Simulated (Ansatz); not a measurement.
# Ba2C (hypothetical, Fm-3m): phonons against volume, part 2 of 4

Aim: how the vibrations of Ba2C (hypothetical) shift with volume, and the expansion that follows. The crystal structure is hypothetical: it was made by swapping elements on a known structure type.

Ansatz 0.2.0; DFT PBE, scalar-relativistic, plane waves, PAW.

So far. Step 2 (A first coarse run): The start is under -5.3 GPa at this level and looks like a metal on this mesh.

## Step 4: A second relaxation

The relaxation is run once more from where the first one ended, as the script does after a large change of volume or of the gap, with mesh and occupations reviewed.

input.yaml reads:

```yaml
crystal:
  lattice:
    - [0.0, 3.5195637383, 3.5195637383]
    - [3.5195637383, 0.0, 3.5195637383]
    - [3.5195637383, 3.5195637383, 0.0]
  atoms:
    - { symbol: Ba, position: [0.25, 0.25, 0.25] }
    - { symbol: Ba, position: [0.75, 0.75, 0.75] }
    - { symbol: C, position: [0.0, 0.0, 0.0] }
kpoints:
  mp_grid: { grid: [10, 10, 10] }
hamiltonian:
  xc: pbe
scf:
  occupations: { method: gaussian, width: 0.1 }
output:
  forces: true
  stress: true
  eigenvalues: true
  write_density: true
  write_potential: true
  elf: true
  volumetric_format: npy
relax:
  adjacent_minimum: "off"
  f_tol: 0.005
  max_steps: 80
  cell: { stress_tol: 0.05 }
```

Launch:

```bash
> ansatz run input.yaml --threads 4 --pin off --max-ram 8192MiB --backend cpu --events-out ev --progress --plain --runs-dir out
```

Numbers of over 12 decimals in the logs are rounded to 6 here.

The program printed:

```text
[...]
Crystal: 3 atoms, lattice volume = 87.196 Å³
Basis set: ecut = 420 eV, 1687 PW (Γ), exchange–correlation on 72×72×72 points (8 copies of the dense FFT grid, shifted against one another)
Bands: 16, of which v1, the nominal top of the filled ones, is band 12 counted from 1 (11 counted from 0)
Symmetry: 48 space group operations
[...]
k-points: 47 of 1000
[...]
SCF iter   1: F=—  HF=-12147.989240 eV  |F-HF|=—  |Δ(HF+E_count)|=         —  Δρ=6.99e-3  dr2=1.07e-1  ethr=1.77e-3  ⟨swp⟩=7.8  Hψ=4759  notcnv=0
[...]
SCF iter   6: F=-12147.976430 eV  HF=-12147.976430 eV  |F-HF|=9.00e-9  |Δ(HF+E_count)|=   4.28e-7  Δρ=6.33e-6  dr2=3.58e-8  ethr=4.17e-10  ⟨swp⟩=10.5  Hψ=6413  notcnv=0
SCF 1 converged in 6 iterations: F = -12147.976430 eV  dr2 = 3.58e-8
[...]
relax step   1: F+E_penalty+E_count = -12147.97643009 eV  Δ(F+E_penalty+E_count) = +0.000e0 eV  max|allowed force component| = 9.252e-18 eV/Å  Δτ_max = 0.0000 Å  P = -0.046 GPa  Ω = 87.196 Å³  (6 SCF iters, dr2 threshold 1.00e-7 eV, accepted)
[...]
SCF iter   1: F=—  HF=-12147.976430 eV  |F-HF|=—  |Δ(HF+E_count)|=         —  Δρ=6.36e-6  dr2=3.79e-8  ethr=7.43e-7  ⟨swp⟩=3.2  Hψ=6662  notcnv=0
eigensolver tolerance schedule: the retry pair's looser diagonalisation over-reported the residual by 4702.77 of it (diagonalisation noise at an unbounded share of the residual, at the tolerance the schedule requests for it); recorded, not acted on — ethr = c·dr2/N_el stays at c = 1.0e-1
[...]
SCF iter   2: F=—  HF=-12147.976430 eV  |F-HF|=—  |Δ(HF+E_count)|=   1.01e-7  Δρ=4.18e-6  dr2=1.36e-8  ethr=1.58e-10  ⟨swp⟩=2.8  Hψ=1476  notcnv=0
[...]
SCF iter   6: F=-12147.976430 eV  HF=-12147.976430 eV  |F-HF|=1.82e-12  |Δ(HF+E_count)|=  7.28e-12  Δρ=5.83e-8  dr2=2.39e-12  ethr=1.00e-12  ⟨swp⟩=4.8  Hψ=3494  notcnv=0
SCF 2 converged in 6 iterations: F = -12147.976430 eV  dr2 = 2.39e-12
relax step   2: F+E_penalty+E_count = -12147.97643010 eV  Δ(F+E_penalty+E_count) = -1.252e-8 eV  max|allowed force component| = 1.079e-17 eV/Å  Δτ_max = 0.0000 Å  P = -0.046 GPa  Ω = 87.196 Å³  stress off target by 4.62e-2 GPa  SCF on the basis re-selected at this cell (its energy is not comparable with the rows above)  (6 SCF iters)
basis re-selected at this cell: Δ(F+E_penalty+E_count) = -1.252e-8 eV, ΔP = +0.000 GPa vs the last step (what re-selecting the basis moved, of the pressure what is left beyond the Pulay correction that the steps carried, after the strain that the cell walked since its last selection, with what the two solves' SCF thresholds leave and, on support functions, any second-order correction that the steps lacked; it is no m [...]
SCF converged after 6 iterations
Free energy (F): -12147.976430 eV
[...]
Internal energy: -12147.973015 eV  (E = F + TS)
E sigma→0 (E₀):  -12147.974722 eV
Entropy (-TS):   -0.003415 eV (-1.138 meV/atom)
Fermi energy:    9.535349 eV
[...]
--- Stress (GPa, compression-positive) ---
       -0.046173       0.000000      -0.000000
       -0.000000      -0.046173       0.000000
        0.000000      -0.000000      -0.046173
  P = ⅓ Tr σ = -0.0462 GPa (-0.462 kbar)
--- Band table (eV; the first three rows and the last of 47) ---
  k-point 0: bands = [... 8 lower, 1.4411, 7.6604, 7.6604, 7.6604, 9.5395, 9.8315, 9.8315, 13.7477]
  k-point 1: bands = [... 8 lower, 1.5094, 7.6408, 7.7403, 7.7403, 9.8810, 9.9631, 9.9631, 13.3488]
  k-point 2: bands = [... 8 lower, 1.6704, 7.7421, 7.9677, 7.9677, 10.3409, 10.3409, 10.6593, 12.6363]
  k-point 46: bands = [... 8 lower, 1.9730, 8.5678, 8.8290, 9.0439, 10.1975, 11.4518, 11.5284, 12.5583]
--- Relaxed structure (1 steps of the walk, 1 accepted, 1 SCFs on fresh bases) ---
[...]
cell:  # Å, volume = 87.1960 Å³
    - [0.0, 3.5195637383, 3.5195637383]
    - [3.5195637383, 0.0, 3.5195637383]
    - [3.5195637383, 3.5195637383, 0.0]
  atoms:
    - { symbol: Ba, position: [0.25, 0.25, 0.25] }
    - { symbol: Ba, position: [0.750000, 0.750000, 0.750000] }
    - { symbol: C, position: [0.0, 0.0, 0.0] }
```

It took 2.5 s on 4 threads of Intel Xeon Platinum 8488C (Sapphire Rapids), shared host; peak memory 0.48 GiB.

Little changed from the start: no atom moved by 0.005 Å and no cell edge by 0.1 %.

Electrostatic potential energy in the ac plane of the cell as run, not the conventional one, at fractional y = 0.000, with atoms of C within 0.2 Å of it. With pseudopotentials it is smooth inside the atoms' cores, unlike the true potential.

Values in eV, 14 rows by 14 columns, each cell a mean:
```
-29 -27  -4  11  12  10   8   6   7   9  11  12   4 -21
-12 -14   1  11  12  10   7   4   4   6   9  11  11   4
  9   7   9  12  12  10   6   2  -2   0   4   9  11  12
 12  12  12  12  12  10   6   0  -6  -8  -2   4   9  11
 11  11  11  11  11  10   7   2  -5 -10  -8   0   6   9
  8   8   8   8   8   8   7   5   0  -5  -6  -2   4   7
  7   6   4   3   4   5   7   7   5   2   0   2   4   6
  7   5   2  -2  -4   0   4   7   7   7   6   6   7   8
  9   7   2  -5  -9  -7   0   5   8  10  10  10  10  10
 11   9   5  -1  -8  -9  -4   4   8  11  12  12  12  12
 12  12   9   5  -1  -5  -2   3   8  11  12  12  11  11
  5  11  11   9   5   2   2   4   8  11  12   9   1  -4
-20   0  11  12   9   7   5   6   8  11  12   7 -14 -27
-29 -20   5  12  11   9   7   7   8  11  12   9 -12 -29
```
Columns run along a (5.0 Å; values clipped at the 3rd and 97th percentile), rows up along c (5.0 Å). Atoms in or near the plane, at fractional coordinates: C at (0.00, 0.00).

Valence density in the ac plane of the cell as run, not the conventional one, at fractional y = 0.000, with atoms of C within 0.2 Å of it. It is the smooth field of the valence electrons, not physical close to the nuclei.

Values in e/Å³, 14 rows by 14 columns, each cell a mean:
```
1.5 1.4 0.8 0.3 0.2 0.1 0.1 0.1 0.1 0.1 0.1 0.3 0.6 1.2
1.0 1.1 0.7 0.4 0.2 0.1 0.1 0.2 0.2 0.2 0.1 0.2 0.3 0.6
0.4 0.5 0.4 0.3 0.2 0.1 0.2 0.3 0.4 0.4 0.2 0.2 0.2 0.3
0.2 0.2 0.2 0.2 0.1 0.1 0.2 0.4 0.6 0.6 0.4 0.2 0.1 0.1
0.1 0.1 0.1 0.1 0.1 0.1 0.1 0.3 0.6 0.7 0.6 0.4 0.2 0.1
0.1 0.1 0.1 0.2 0.1 0.1 0.1 0.2 0.3 0.6 0.6 0.4 0.2 0.1
0.1 0.1 0.2 0.3 0.2 0.2 0.1 0.1 0.2 0.3 0.4 0.3 0.2 0.1
0.1 0.1 0.3 0.4 0.5 0.3 0.2 0.1 0.1 0.1 0.2 0.2 0.1 0.1
0.1 0.1 0.3 0.5 0.7 0.6 0.3 0.2 0.1 0.1 0.1 0.1 0.1 0.1
0.1 0.1 0.2 0.4 0.7 0.7 0.5 0.2 0.1 0.1 0.1 0.2 0.2 0.2
0.2 0.2 0.1 0.2 0.4 0.5 0.4 0.3 0.2 0.1 0.2 0.3 0.4 0.3
0.6 0.3 0.2 0.1 0.2 0.3 0.3 0.2 0.1 0.1 0.2 0.4 0.7 0.8
1.2 0.7 0.3 0.2 0.1 0.1 0.1 0.1 0.1 0.1 0.2 0.5 1.1 1.4
1.5 1.2 0.6 0.2 0.1 0.1 0.1 0.1 0.1 0.1 0.2 0.4 1.0 1.5
```
Columns run along a (5.0 Å), rows up along c (5.0 Å). Atoms in or near the plane, at fractional coordinates: C at (0.00, 0.00).

ELF in the ac plane of the cell as run, not the conventional one, at fractional y = 0.000, with atoms of C within 0.2 Å of it. It is the smooth field of the valence electrons, not physical close to the nuclei.

Ten even steps from '_' (0.04) to '@' (0.86), each cell a mean:
```
--**@@%%==..________--##@@##
%%%%@@%%==....----::..--##@@
%%@@@@%%==..::**####--..--##
++******--..::**@@@@##--..--
..::::::..__..++@@@@@@##::__
____......____::**@@@@##--__
__..--++==::____::++****--__
__..++%%%%**::____..::::..__
__..++%%@@@@**::____........
::..--##@@@@%%==....--======
##--..--##%%%%++..::**%%%%%%
@@##==..--++++--..::**@@@@@@
##@@##--........__::**@@%%**
..##@@##::________..++%%%%--
```
Columns run along a (5.0 Å), rows up along c (5.0 Å). Atoms in or near the plane, at fractional coordinates: C at (0.00, 0.00).

## Step 5: Relaxing to small residual forces and stress

The relaxation is repeated with tighter thresholds on force and stress, since phonons are sensitive to what is left; a change of mesh or smearing in the input moves the cell too.

input.yaml, the sections that differ from step 4:

```yaml
scf:
  occupations: { method: methfessel_paxton, width: 0.15 }
output:
  forces: true
  stress: true
  eigenvalues: true
relax:
  adjacent_minimum: "off"
  f_tol: 0.001
  max_steps: 60
  cell: { stress_tol: 0.01 }
# crystal, kpoints, hamiltonian: as in step 4
```

The program printed:

```text
[...]
Crystal: 3 atoms, lattice volume = 87.196 Å³
Basis set: ecut = 420 eV, 1687 PW (Γ), exchange–correlation on 72×72×72 points (8 copies of the dense FFT grid, shifted against one another)
Bands: 16, of which v1, the nominal top of the filled ones, is band 12 counted from 1 (11 counted from 0)
Symmetry: 48 space group operations
[...]
k-points: 47 of 1000
[...]
k-point 46: bands = [... 8 lower, 1.9936, 8.5879, 8.8449, 9.0642, 10.2196, 11.4721, 11.5495, 12.5794]
--- Relaxed structure (3 steps of the walk, 3 accepted, 1 SCFs on fresh bases) ---
[...]
cell:  # Å, volume = 87.0566 Å³
    - [0, 3.517687, 3.517687]
    - [3.517687, 0, 3.517687]
    - [3.517687, 3.517687, 0]
  atoms:
    - { symbol: Ba, position: [0.25, 0.25, 0.25] }
    - { symbol: Ba, position: [0.75, 0.75, 0.75] }
    - { symbol: C, position: [0, 0, 0] }
[key lines of the parts left out:]
SCF converged after 6 iterations
Free energy (F): -12147.974543 eV
Fermi energy:    9.556481 eV
P = ⅓ Tr σ = -0.0008 GPa (-0.008 kbar)
```

The job ended after 3.9 s (4 threads; peak memory 0.48 GiB).

Little changed from the start: no atom moved by 0.005 Å and no cell edge by 0.1 %.

Numbers from this step:

| Property | Result |
| --- | --- |
| pressure | -8.33e-4 GPa |
| volume per atom | 29.02 Å³ |

The residual pressure is -8.3e-4 GPa, small enough for phonons.

## Step 6: Lattice dynamics at this volume, V/V0 1

Phonons at this volume give one point of F(V, T); meshes stay fixed along the series.

input.yaml reads:

```yaml
crystal:
  lattice:
    - [0.0, 3.5176868357, 3.5176868357]
    - [3.5176868357, 0.0, 3.5176868357]
    - [3.5176868357, 3.5176868357, 0.0]
  atoms:
    - { symbol: Ba, position: [0.25, 0.25, 0.25] }
    - { symbol: Ba, position: [0.75, 0.75, 0.75] }
    - { symbol: C, position: [0.0, 0.0, 0.0] }
kpoints:
  mp_grid: { grid: [10, 10, 10] }
hamiltonian:
  xc: pbe
scf:
  occupations: { method: methfessel_paxton, width: 0.15 }
output:
  eigenvalues: true
phonons:
  method: dfpt
  qmesh: [2, 2, 2]
  temperatures: { t_max: 1000, t_step: 50 }
  qpath:
    path:
      - [[0.0, 0.0, 0.0], [0.5, 0.0, 0.5], [0.625, 0.25, 0.625]]
      - [[0.375, 0.375, 0.75], [0.0, 0.0, 0.0], [0.5, 0.5, 0.5], [0.5, 0.25, 0.75], [0.5, 0.0, 0.5]]
    npoints: 10
```

The program printed:

```text
Warning: phonons: the dynamical matrix that this run interpolates holds no multipole term above the dipole-dipole one, and a site of this crystal is no centre of inversion, so its interpolated transverse optical and acoustic branches and sound speeds can stay off near Gamma, and the density of states and the thermodynamics with them. What a run solves at a wave vector of phonons.qpoints, Gamma apart, where the deck admits one, is free of this, and under fd what a larger phonons.supercell samples
[...]
Crystal: 3 atoms, lattice volume = 87.057 Å³
Basis set: ecut = 420 eV, 1687 PW (Γ), exchange–correlation on 72×72×72 points (8 copies of the dense FFT grid, shifted against one another)
Bands: 16, of which v1, the nominal top of the filled ones, is band 12 counted from 1 (11 counted from 0)
Symmetry: 48 space group operations
k-points: 47 of 1000
[...]
SCF iter   1: F=—  HF=-12147.986818 eV  |F-HF|=—  |Δ(HF+E_count)|=         —  Δρ=6.86e-3  dr2=1.03e-1  ethr=1.77e-3  ⟨swp⟩=7.7  Hψ=4654  notcnv=0
[...]
SCF iter   9: F=-12147.974543 eV  HF=-12147.974543 eV  |F-HF|=3.64e-12  |Δ(HF+E_count)|=  9.09e-12  S|Δr|=    0.00e0  Δρ=2.77e-8  dr2=7.31e-13  ethr=1.00e-12  ⟨swp⟩=6.0  Hψ=3458  notcnv=0
SCF 1 converged in 9 iterations: F = -12147.974543 eV  dr2 = 7.31e-13
[...]
SCF iter   5: F=-12147.974543 eV  HF=-12147.974543 eV  |F-HF|=5.46e-12  |Δ(HF+E_count)|=  1.82e-12  S|Δr|=    0.00e0  Δρ=5.35e-8  dr2=1.82e-12  ethr=1.00e-12  ⟨swp⟩=3.0  Hψ=1911  notcnv=0
SCF 2 converged in 5 iterations: F = -12147.974543 eV  dr2 = 1.82e-12
phonons: the bands overlap, so this run is a metal and interpolates without the dipole-dipole term. If the crystal is really an insulator or semiconductor, its LO-TO splitting is missing
NSCF: frozen V_eff on 47 k-points
[...]
DFPT response loops at q = (0, 0, 0) (fractional): preconditioner auto → Kerker (q_TF=auto, 2.201 Å⁻¹) (partly filled bands, converged f_vac=0.000); β = 1.00, the filter's whole step (`scf.mixing.beta` (0.50) is not read by the response loops under this deck's `scf.mixing.preconditioner`; to damp them name `kerker` or `kerker_dos`, under which they read `scf.mixing.beta`, and type it under 1.00, their step now; both keys bind the ground state too); Broyden in place of MSR1
[...]
SCF converged after 9 iterations
[...]
Free energy (F): -12147.974543 eV
[...]
Internal energy: -12147.976205 eV  (E = F + TS)
E sigma→0 (E₀):  -12147.974959 eV
Entropy (-TS):   0.001661 eV (0.554 meV/atom)
Fermi energy:    9.556481 eV
[...]
--- Band table (eV; the first three rows and the last of 47) ---
  k-point 0: bands = [... 8 lower, 1.4601, 7.6754, 7.6754, 7.6754, 9.5609, 9.8480, 9.8480, 13.7721]
  k-point 1: bands = [... 8 lower, 1.5289, 7.6563, 7.7554, 7.7554, 9.9025, 9.9799, 9.9799, 13.3725]
  k-point 2: bands = [... 8 lower, 1.6905, 7.7589, 7.9834, 7.9834, 10.3588, 10.3588, 10.6811, 12.6591]
  k-point 46: bands = [... 8 lower, 1.9936, 8.5879, 8.8449, 9.0642, 10.2196, 11.4721, 11.5495, 12.5794]
--- Phonons (Γ-DFPT): 2 representative perturbations + reference (Σ response iterations 6) ---
  ASR residual: 7.678e-6 → 0.000e0 eV/Å²; symmetrization residual: 4.488e-7 eV/Å²
  ASR residual per site (eV/Å²): 9.86e-7 9.86e-7 7.68e-6
  Γ frequencies (cm⁻¹): 0.00 0.00 0.00 71.30 71.30 71.30 198.29 198.29 198.29
--- Phonons (arbitrary-q DFPT): 3 irreducible q on the 2×2×2 mesh ---
  q = [0.0000, 0.0000, 0.0000] (star 1, of the zone-centre solve; hermiticity 5.28e-7, symmetrization 3.96e-14): -0.00 -0.00 0.00 71.30 71.30 71.30 198.29 198.29 198.29
  q = [0.0000, 0.0000, -0.5000] (star 4, 2 solved perturbations on 282 of 1000 k-point pairs; hermiticity 1.65e-7, symmetrization 8.21e-14): 63.12 63.12 67.70 77.08 77.08 84.96 162.91 162.91 241.90
  q = [0.0000, -0.5000, -0.5000] (star 3, 4 solved perturbations in 546 linear systems a pass and spin channel, the states on 171 of 1000 k-point pairs; hermiticity 1.91e-7, symmetrization 4.93e-14): -36.99 28.60 28.60 46.54 46.54 96.82 96.82 115.50 303.06
  sum rule: each row above includes the acoustic sum rule's correction from the zone centre's row sums; it moved no ω² by more than (0.42 cm⁻¹)²
  mesh force constants: q→R imaginary residual 7.32e-17; ASR residual 7.678e-6 → 0.000e0 eV/Å²; symmetrization residual 3.109e-15 eV/Å²
  interpolated dispersion: 62 rows × 9 modes
  density of states and harmonic sums: on the 16×16×16 q-mesh, interpolated from the force constants of a 2×2×2 supercell (no non-analytic term)
  largest difference from the sums on the solved wave vectors: F 1.30e-1 eV, S 1.77e-4 and C_V 4.72e-5 eV/K
  zero-point energy: 0.057263 eV/cell   skipped modes (ω ≤ 0): 35, of them read as no rigid motion or as one in doubt: 32 (2.014e-1 modes/cell left out, lowest -36.99 cm⁻¹)   left out of the sums: 2.25e-2 of the cell's modes: C_V's classical limit lies that fraction below 3 k_B per atom; for a crystal, a wire or a layer, F and S can be off by more, and a phonons.interpolated_qmesh denser along its periods is the remedy for the sampling
```

Elapsed: 53 s, on 4 threads; peak memory 1.4 GiB.

This step gave:

```yaml
lowest_frequency_on_the_path: -36.99 cm⁻¹
point_group: m-3m
highest_frequency: 303.1 cm⁻¹
```

No LO-TO term. Phonon branches along the path, in cm⁻¹:

```csv
point,branch 1,branch 2,branch 3,branch 4,branch 5,branch 6,branch 7,branch 8,branch 9
Γ,0,0,0,71,71,71,198,198,198
halfway,17,17,46,81,81,86,152,152,257
X,-37,29,29,46,46,97,97,116,303
halfway,-33,32,34,63,73,98,106,115,292
U,-22,40,44,84,86,108,109,150,264
jump to K,-22,40,44,84,86,108,109,150,264
halfway,26,64,64,68,68,87,175,179,224
Γ,0,0,0,71,71,71,198,198,198
halfway,46,46,52,72,72,77,182,182,221
L,63,63,68,77,77,85,163,163,242
halfway,38,39,66,74,94,97,132,194,228
W,-5,8,59,68,68,105,109,221,221
halfway,-30,25,45,53,80,100,113,133,282
X,-37,29,29,46,46,97,97,116,303
```

The phonon branches as a text plot (rows in cm⁻¹):

```
    296 |         ******                                      ***
    282 |        *      *
    268 |       *        **                                 **
    254 |      *
    239 |    **            *                  *******      *
    225 |   *                  ***          **       ******
    211 |  *                ***   ***     **            *  *
    197 |***                ***   *********           **
    183 |   *              *   *****       ***      **
    168 |    **                **             ******        *
    154 |      *          *  **                    **        *
    140 |       *        *  *                        *
    126 |               *  *                          **
    112 |        ***********                            *********
     98 |       * ********  ****                    *************
     83 |    *****      ******* ****        *********   *   ***
     69 |******   **   **      *****************************
     55 |   ***     * *    ***** *          ****  ***     *******
     41 |  *   *     *  ****      **      ***        **       ***
     27 | *     *   ****    ******  *    **            **   *****
     13 |  *********              ****  *                ***
     -2 |**                *          **                  *
    -16 |                 *                                *
    -30 |         ********                                  *****
         Γ           X  U|K            Γ         L        W     X
```

Tetrahedra on 16 16 16, mean over bins of 5 cm⁻¹. Table of phonon density of states by wavenumber; read off at these points:

```csv
wavenumber (cm⁻¹),phonon density of states (1/cm⁻¹/cell)
-38,5.6e-4
-28,0.00612
-18,0.0053
-8,0.00458
-2,0.00449
8,0.0056
18,0.0208
28,0.0697
38,0.0513
48,0.0519
52,0.0560
62,0.0774
72,0.0818
78,0.123
82,0.113
92,0.0513
102,0.0666
108,0.0176
112,0.0386
118,0.0165
128,0.0134
138,0.0147
148,0.0172
158,0.0211
162,0.0229
172,0.0382
182,0.0249
192,0.0147
202,0.00592
212,0.00391
218,0.00663
228,0.0255
238,0.0302
248,0.0119
258,0.00904
268,0.00715
272,0.00632
282,0.00478
292,0.00316
302,3.2e-4
```

The modes has structure finer than the step of the table below, so its rows give means over 20 cm⁻¹, whole bins alone (the curve runs from -46 to 321 cm⁻¹). Peaks (cm⁻¹: height): Ba 27.9: 0.0640, 62.6: 0.0676, 78.7: 0.114; C 78.7: 0.00702, 173.4: 0.0347, 228.8: 0.0272.

Phonopy on the run's constants, 15x15x15 mesh, Gaussian sigma 2.6 cm⁻¹. Table of modes by wavenumber; means over each step; values in 1/cm⁻¹/cell:

```
wavenumber (cm⁻¹)       Ba        C
              -20  0.00635        0
                0  0.00316   1.7e-5
               20   0.0353   8.7e-4
               40   0.0512  0.00105
               60   0.0590  0.00355
               80   0.0905  0.00524
              100   0.0425  0.00510
              120  0.00793   0.0109
              140   7.2e-4   0.0148
              160   6.0e-4   0.0224
              180   6.5e-4   0.0281
              200   1.5e-4  0.00865
              220   1.7e-4   0.0134
              240   1.6e-4   0.0203
              260   2.5e-5  0.00845
              280   4.2e-6  0.00552
              300        0  0.00155
```

No LO-TO term. The modes at Γ (shares of kinetic energy by element, %):

```csv
mode,frequency (cm⁻¹),symmetry,Ba %,C %
1,0.0,T1u,96,4
2,0.0,T1u,96,4
3,0.0,T1u,96,4
4,71.3,T2g,100,0
5,71.3,T2g,100,0
6,71.3,T2g,100,0
7,198.3,T1u,4,96
8,198.3,T1u,4,96
9,198.3,T1u,4,96
```

Displacements in mode 4 (71.3 cm⁻¹), the largest set to 1:
```
Ba1  0.07  0.20  1.00
Ba2 -0.07 -0.20 -1.00
C3   0.00  0.00  0.00
```

Displacements in mode 8 (198.3 cm⁻¹), the largest set to 1:
```
Ba1  0.00 -0.02 -0.04
Ba2  0.00 -0.02 -0.04
C3   0.00  0.50  1.00
```

The lowest solved frequency is -37.0 cm⁻¹, so the cell is unstable here and gives no valid free energy.

(Continued in part 3 of 4.)

[Logs are printed without paths, hosts, clocks, repeated set-up lines and the standing remarks that a program may print on its own settings, such as how far it seeks lower states.]

[Hosts, paths, dates, database ids (printed as entryN), source tags and the programs' standing remarks are cut or masked in the printed files.]

[A step with changed settings may run another functional than the one named; its input shows which.]


